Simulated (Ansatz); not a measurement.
# DyTi, from a guessed structure to a relaxed one, part 2 of 2

Starting from a made-up structure for DyTi, the aim is the relaxed cell, its shortest contacts and, where a second run follows, its electronic structure.

Ansatz 0.2.0; DFT, PBEsol, plane-wave PAW, default files, scalar-relativistic, ferromagnetic start, cell and ions relaxed at zero pressure (the session's first sound run).

So far: Set-up; Relaxation of the guess. The relaxed cell has a, b, c = 3.150, 12.001, 4.758 Å (conventional setting).

In doubt: a part-filled 4f shell, where there is one, can sit in one of many states, so energies may not be the lowest and differences between runs may mislead; derivatives with an open 4f shell can jump between states, which bears on forces and vibrations.

## Step 3: Electronic structure of the relaxed cell

With the geometry fixed, one more self-consistent run, with a narrower smearing and the mesh shown in its input, gives the bands, and its pressure, and its forces where symmetry allows any, show how far the geometry depends on these settings.

This step: DFT, PBEsol, plane-wave PAW, default files, scalar-relativistic, ferromagnetic start, bands and density of states at the relaxed cell (Ansatz 0.2.0).

Input file input.yaml:

```yaml
crystal:
  lattice:
    - [1.5747884056, -6.0003092279, 0.0]
    - [1.5747884056, 6.0003092279, 0.0]
    - [0.0, 0.0, 4.757888322]
  atoms:
    - { symbol: Dy, position: [0.3334099389, 0.6665900611, 0.75], spin: 4.8 }
    - { symbol: Dy, position: [0.6665900611, 0.3334099389, 0.25], spin: 4.8 }
    - { symbol: Ti, position: [0.0525785534, 0.9474214466, 0.75] }
    - { symbol: Ti, position: [0.9474214466, 0.0525785534, 0.25] }
magnetization:
  spin_polarized: true
kpoints:
  mp_grid: { grid: [10, 10, 8] }
  band_path:
    path:
      - [[0.0, 0.0, 0.0], [0.26722016, 0.26722016, 0.0], [0.0, 0.5, 0.0], [0.0, 0.5, 0.5], [0.26722016, 0.26722016, 0.5], [0.0, 0.0, 0.5], [0.0, 0.0, 0.0], [-0.5, 0.5, 0.0], [-0.26722016, 0.73277984, 0.0], [-0.26722016, 0.73277984, 0.5], [-0.5, 0.5, 0.5], [-0.5, 0.5, 0.0]]
      - [[0.0, 0.0, 0.5], [-0.5, 0.5, 0.5]]
    npoints: 6
scf:
  occupations: { method: fermi_dirac, width: 0.03 }
  n_extra_bands: 13
hamiltonian:
  xc: pbesol
  pseudopotentials: { kind: paw }
output:
  forces: true
  stress: true
  write_bands: true
  dos: { projected: true }
  write_density: true
  write_potential: true
  elf: true
  volumetric_format: npy
```

On the command line:

```sh
$ ansatz run input.yaml --threads 4 --pin off --max-ram 10240MiB --backend cpu --events-out ev --progress --plain --runs-dir out
```

Numbers of over 12 decimals in the logs are rounded to 6 here.

What it wrote:

```text
Dy: projections on atomic orbitals take those of the free atom [Kr 4d10] 4f10 5s2 5p6 5d0 6s2, of charge +0.00 (hamiltonian.pseudopotentials.projection_atoms); the dataset's partial waves leave at most 3.1e-4 of an orbital's norm unspanned inside its sphere
[...]
Crystal: 4 atoms, lattice volume = 89.917 Å³
Basis set: ecut = 420 eV, 1759 PW (Γ), exchange–correlation on 90×90×64 points (8 copies of the dense FFT grid, shifted against one another)
Bands: 45, of which v1, the nominal top of the filled ones, is band 32 counted from 1 (31 counted from 0)
Symmetry: 8 space group operations
[...]
k-points: 155 of 800
[...]
Starting moments: Σ|m| = 9.6 μB on 2 of 4 sites
[...]
SCF iter   1: F=—  HF=-25947.554369 eV  |F-HF|=—  |Δ(HF+E_count)|=         —  Δρ=4.04e-2 (↑2.03e-2 ↓4.04e-2)  dr2=4.56e0  dr2_m=1.45e-1  M=9.411 μB ∫|m|=9.505 μB  β_m=0.30  ethr=3.10e-3  ⟨swp⟩=6.1  Hψ=53185  notcnv=0
[...]
SCF iter  20: F=-25939.641632 eV  HF=-25939.641632 eV  |F-HF|=4.73e-9  |Δ(HF+E_count)|=   7.56e-9  Δρ=2.66e-6 (↑6.78e-7 ↓2.66e-6)  dr2=4.59e-9  dr2_m=1.65e-9  M=9.428 μB ∫|m|=9.859 μB  ethr=2.77e-11  ⟨swp⟩=14.0  Hψ=101404  notcnv=0
SCF 1 converged in 20 iterations: F = -25939.641632 eV  dr2 = 4.59e-9
[...]
Symmetry: 4 space group operations
k-points: 260 of 800
SCF iter   1: F=—  HF=-25947.554301 eV  |F-HF|=—  |Δ(HF+E_count)|=         —  Δρ=4.04e-2 (↑2.03e-2 ↓4.04e-2)  dr2=4.56e0  dr2_m=1.45e-1  M=9.411 μB ∫|m|=9.505 μB  β_m=0.30  ethr=3.10e-3  ⟨swp⟩=6.1  Hψ=89668  notcnv=0
[...]
SCF iter   7: F=—  HF=-25939.252703 eV  |F-HF|=—  |Δ(HF+E_count)|=         —  Δρ=1.43e-2 (↑2.61e-4 ↓1.43e-2)  dr2=3.88e-2  dr2_m=4.23e-2  M=9.439 μB ∫|m|=9.794 μB  β_m=0.86  ethr=1.75e-6  ⟨swp⟩=2.0  Hψ=39669  notcnv=0  defer=694
[...]
iteration 7: the lowest order of the open f orbitals that was found in this iteration's bands is taken; the next order that was found lies 64 meV over it there
SCF iter   8: F=—  HF=-25939.634014 eV  |F-HF|=—  |Δ(HF+E_count)|=         —  Δρ=9.75e-3 (↑2.08e-3 ↓9.75e-3)  dr2=9.92e-2  dr2_m=1.37e-2  M=9.572 μB ∫|m|=9.944 μB  β_m=0.86  ethr=1.75e-6  ⟨swp⟩=4.2  Hψ=66965  notcnv=0  defer=708
[...]
SCF iter  35: F=-25939.645610 eV  HF=-25939.645610 eV  |F-HF|=2.10e-9  |Δ(HF+E_count)|=   2.45e-9  Δρ=2.07e-6 (↑4.27e-7 ↓2.07e-6)  dr2=3.03e-9  dr2_m=1.26e-9  M=9.433 μB ∫|m|=9.843 μB  ethr=4.02e-12  ⟨swp⟩=12.3  Hψ=157414  notcnv=0
SCF 2 converged in 35 iterations: F = -25939.645610 eV  dr2 = 3.03e-9
[...]
SCF iter   5: F=-25939.645610 eV  HF=-25939.645610 eV  |F-HF|=1.78e-8  |Δ(HF+E_count)|=   3.92e-8  Δρ=4.14e-6 (↑9.55e-7 ↓4.14e-6)  dr2=1.66e-8  dr2_m=2.71e-9  M=9.433 μB ∫|m|=9.843 μB  ethr=1.56e-10  ⟨swp⟩=2.1  Hψ=64278  notcnv=0
an SCF along what the orbitals of the run's state read of its open shells (or to have them read: on a GPU, or by another smearing), with 4 of the crystal's symmetry operations given up (260 k-points in place of 155), reached no lower state that the run goes on to. This is no proof of a minimum
NSCF: frozen V_eff on 74 k-points
SCF converged after 35 iterations
Magnetization: 9.4333 μB (36.7166 up, 27.2834 down)
Absolute magnetization: 9.8424 μB (∫|ρ↑−ρ↓|, with the PAW one-centre terms)
[...]
Per-site moments (μB) at R_I (Å): [(4.771711, 1.264546), (4.771711, 1.264546), (-0.073534, 1.110835), (-0.073534, 1.110835)]
Free energy (F): -25939.645610 eV
[...]
Internal energy: -25939.595695 eV  (E = F + TS)
E sigma→0 (E₀):  -25939.620652 eV
Entropy (-TS):   -0.049915 eV (-12.479 meV/atom)
Fermi energy:    13.729003 eV
[...]
--- Forces (eV/Å), atoms counted from 1 ---
  atom   1  Dy     0.04843141     0.06287482     0.00000000
  atom   2  Dy    -0.04843141    -0.06287482    -0.00000000
  atom   3  Ti     0.00235543     0.00199729     0.00000000
  atom   4  Ti    -0.00235543    -0.00199729    -0.00000000
  max |Σ_I F_I| component: 1.39e-17 eV/Å
--- Stress (GPa, compression-positive) ---
       -0.347132      -0.077785       0.000000
       -0.077770       0.140679      -0.000000
        0.000000      -0.000000       0.020613
  P = ⅓ Tr σ = -0.0619 GPa (-0.619 kbar)
--- Band table (eV; the first three rows and the last of 520) ---
  k-point 0 ↑: bands = [... 28 lower, 10.7564, 10.8791, 10.8793, 11.4386, 11.9662, 12.2354, 13.2158, 13.2522, ... 9 higher]
  k-point 1 ↑: bands = [... 28 lower, 10.7570, 10.8803, 10.8810, 11.4544, 11.8165, 12.1324, 13.1529, 13.3557, ... 9 higher]
  k-point 2 ↑: bands = [... 28 lower, 10.7575, 10.8844, 10.8858, 11.3997, 11.5536, 11.8536, 13.1737, 13.5892, ... 9 higher]
  k-point 259 ↓: bands = [... 28 lower, 13.9103, 13.9103, 14.2493, 14.2493, 14.3194, 14.3194, 14.3838, 14.3838, ... 9 higher]
```

It took 4 min on 4 threads of Intel Xeon 6975P-C (Granite Rapids), shared host; peak memory 5 GiB.

Reading the cycles: dr2 is the Hartree energy of the density residual (eV), the measure of convergence; HF is the Harris–Foulkes estimate of the energy, which meets the free energy F at convergence.

This step gave:

| Item | Value |
| --- | --- |
| free energy | -25939.6456 eV |
| energy at zero smearing | -25939.6207 eV |
| smearing term TS | 0.04991 eV |
| Fermi energy | 13.73 eV |
| magnetization | 9.433 μB |
| absolute magnetization | 9.842 μB |
| site moments | 4.772, 4.772, -0.07353, -0.07353 μB |
| symmetry operations | 4 |
| pressure | -0.06195 GPa |

bands.tsv at the labelled points (eV, zero at the Fermi level; the bands that come nearest the Fermi level along the path):

| point | band_34_up | band_35_up | band_36_up | band_37_up | band_26_dn | band_27_dn | band_28_dn | band_29_dn |
| --- | --- | --- | --- | --- | --- | --- | --- | --- |
| Γ | -0.51 | -0.48 | 0.15 | 0.28 | -0.04 | 0.02 | 0.14 | 0.40 |
| X | -0.99 | -0.90 | -0.58 | -0.33 | -0.06 | -0.03 | 0.03 | 0.09 |
| S | -1.14 | -0.84 | -0.51 | -0.39 | -0.05 | -0.04 | 0.00 | 0.08 |
| R | -0.74 | -0.74 | 0.17 | 0.17 | -0.03 | -0.03 | 0.28 | 0.28 |
| A | -0.80 | -0.80 | 0.22 | 0.22 | -0.03 | -0.03 | 0.23 | 0.23 |
| Z | -0.09 | -0.09 | 0.55 | 0.55 | -0.02 | -0.02 | 0.31 | 0.31 |
| Γ | -0.51 | -0.48 | 0.15 | 0.28 | -0.04 | 0.02 | 0.14 | 0.40 |
| Y | -0.96 | 0.02 | 0.19 | 0.61 | 0.02 | 0.04 | 0.23 | 0.43 |
| X1 | -0.99 | -0.90 | -0.58 | -0.33 | -0.06 | -0.03 | 0.03 | 0.09 |
| A1 | -0.80 | -0.80 | 0.22 | 0.22 | -0.03 | -0.03 | 0.23 | 0.23 |
| T | -0.45 | -0.45 | -0.14 | -0.14 | -0.01 | -0.01 | 0.18 | 0.18 |
| Y | -0.96 | 0.02 | 0.19 | 0.61 | 0.02 | 0.04 | 0.23 | 0.43 |
| Z | -0.09 | -0.09 | 0.55 | 0.55 | -0.02 | -0.02 | 0.31 | 0.31 |
| T | -0.45 | -0.45 | -0.14 | -0.14 | -0.01 | -0.01 | 0.18 | 0.18 |

Force by atom:

| atom | x (eV/Å) | y (eV/Å) | z (eV/Å) | size |
| --- | --- | --- | --- | --- |
| Dy1 | 0.0484 | 0.0629 | 0.0000 | 0.0794 |
| Dy2 | -0.0484 | -0.0629 | 0.0000 | 0.0794 |
| Ti3 | 0.0024 | 0.0020 | 0.0000 | 0.0031 |
| Ti4 | -0.0024 | -0.0020 | 0.0000 | 0.0031 |

Spin density in the ab plane of the cell as run, not the conventional one, at fractional z = 0.250, with atoms of Dy and Ti within 0.2 Å of it.

Ten even steps from '_' (0 e/Å³) to '@' (12 e/Å³), each cell a mean:
```
__________________________________
__________________________________
__________________________________
__________________________________
__________________________________
__________________________________
__________________________________
__________________________________
__________________________::..____
______________________..++==..____
____________________..%%%%::______
__________________..##@@--________
__________________--**--__________
________________..--..____________
__________________________________
__________________________________
__________________________________
```
Columns run along a (6.2 Å), rows up along b (6.2 Å). Atoms in or near the plane, at fractional coordinates: Dy at (0.67, 0.33), Ti at (0.95, 0.05).

ELF of down spins in the ab plane of the cell as run, not the conventional one, at fractional z = 0.250, with atoms of Dy and Ti within 0.2 Å of it. It is the smooth field of the valence electrons, not physical close to the nuclei.

Values, 9 rows by 16 columns, each cell a mean:
```
0.29 0.41 0.32 0.13 0.09 0.14 0.16 0.23 0.40 0.45 0.23 0.28 0.61 0.54 0.45 0.40
0.28 0.17 0.08 0.07 0.14 0.29 0.49 0.63 0.52 0.21 0.20 0.47 0.48 0.31 0.21 0.27
0.18 0.10 0.12 0.28 0.54 0.70 0.73 0.57 0.27 0.13 0.15 0.15 0.14 0.18 0.21 0.23
0.35 0.19 0.38 0.64 0.71 0.66 0.53 0.38 0.30 0.26 0.21 0.22 0.39 0.54 0.64 0.59
0.24 0.42 0.55 0.46 0.33 0.25 0.28 0.36 0.32 0.22 0.45 0.73 0.72 0.79 0.80 0.51
0.33 0.27 0.21 0.21 0.15 0.13 0.21 0.19 0.28 0.65 0.56 0.32 0.65 0.67 0.31 0.22
0.29 0.48 0.60 0.41 0.13 0.14 0.19 0.52 0.76 0.54 0.47 0.72 0.45 0.18 0.21 0.20
0.38 0.56 0.46 0.18 0.20 0.27 0.61 0.79 0.78 0.76 0.59 0.28 0.21 0.19 0.32 0.46
0.45 0.36 0.29 0.31 0.20 0.32 0.53 0.53 0.40 0.29 0.30 0.25 0.23 0.49 0.31 0.17
```
Columns run along a (6.2 Å), rows up along b (6.2 Å). Atoms in or near the plane, at fractional coordinates: Dy at (0.67, 0.33), Ti at (0.95, 0.05).

Valence density in the ab plane of the cell as run, not the conventional one, at fractional z = 0.250, with atoms of Dy and Ti within 0.2 Å of it. It is the smooth field of the valence electrons, not physical close to the nuclei.

Ten steps, logarithmic in the rise over the least value, from '0' (0 e/Å³) to '9' (24 e/Å³), each cell a mean:
```
20000110000025775
00000000000146642
00000000000245310
00000000001232100
10000000001110001
10000000000000122
20000000000002343
10000000000125653
00000000001367752
00000000013798630
00111000037997410
02332000369984100
35541002589851000
67530014687410014
77410135653100147
75200134421001478
52001122100003687
```
Columns run along a (6.2 Å), rows up along b (6.2 Å). Atoms in or near the plane, at fractional coordinates: Dy at (0.67, 0.33), Ti at (0.95, 0.05).

## Step 4: What came out

```yaml
space_group_relaxed: Cmcm
conventional_cell: a = 3.150, b = 12.001, c = 4.758 Å; α = 90.0°, β = 90.0°, γ = 90.0°
volume_per_atom: 22.48 Å³ (guess 23.37)
total_moment: 9.41 μB in the cell of 4 atoms
```

What this shows: DyTi relaxes to Cmcm with a = 3.150, b = 12.001 and c = 4.758 Å. The guessed volume was 4 % too large. The space group Cmcm was held in the relaxation, so the end point is a stationary structure within it and may be a saddle against distortions or other arrangements. The input starts from parallel moments, and no other start was typed. The f shell may be open and has no Hubbard U, so its place in energy and the volume are uncertain. The electronic state may lie above the lowest one. Bands cross the Fermi level, so it is a metal or semimetal at this level. On the 10×10×8 mesh with the narrower smearing (relaxed on 7×7×7) the largest force component is 0.063 eV/Å and the largest stress component is 0.347 GPa, against the relaxation's thresholds of 0.015 eV/Å and 0.05 GPa. The cutoff wasn't tested. A vector of the cell changed its length by 17 %, more than the volume shows. Spin-orbit coupling is left out, which can matter for elements this heavy. No dispersion term is used, so weakly bound directions may come out too long. Nothing here tests whether the compound is stable against decomposition.

[Logs are printed without paths, hosts, clocks, repeated set-up lines and the standing remarks that a program may print on its own settings, such as how far it seeks lower states.]

[Hosts, paths, dates, database ids (printed as entryN), source tags and the programs' standing remarks are cut or masked in the printed files.]
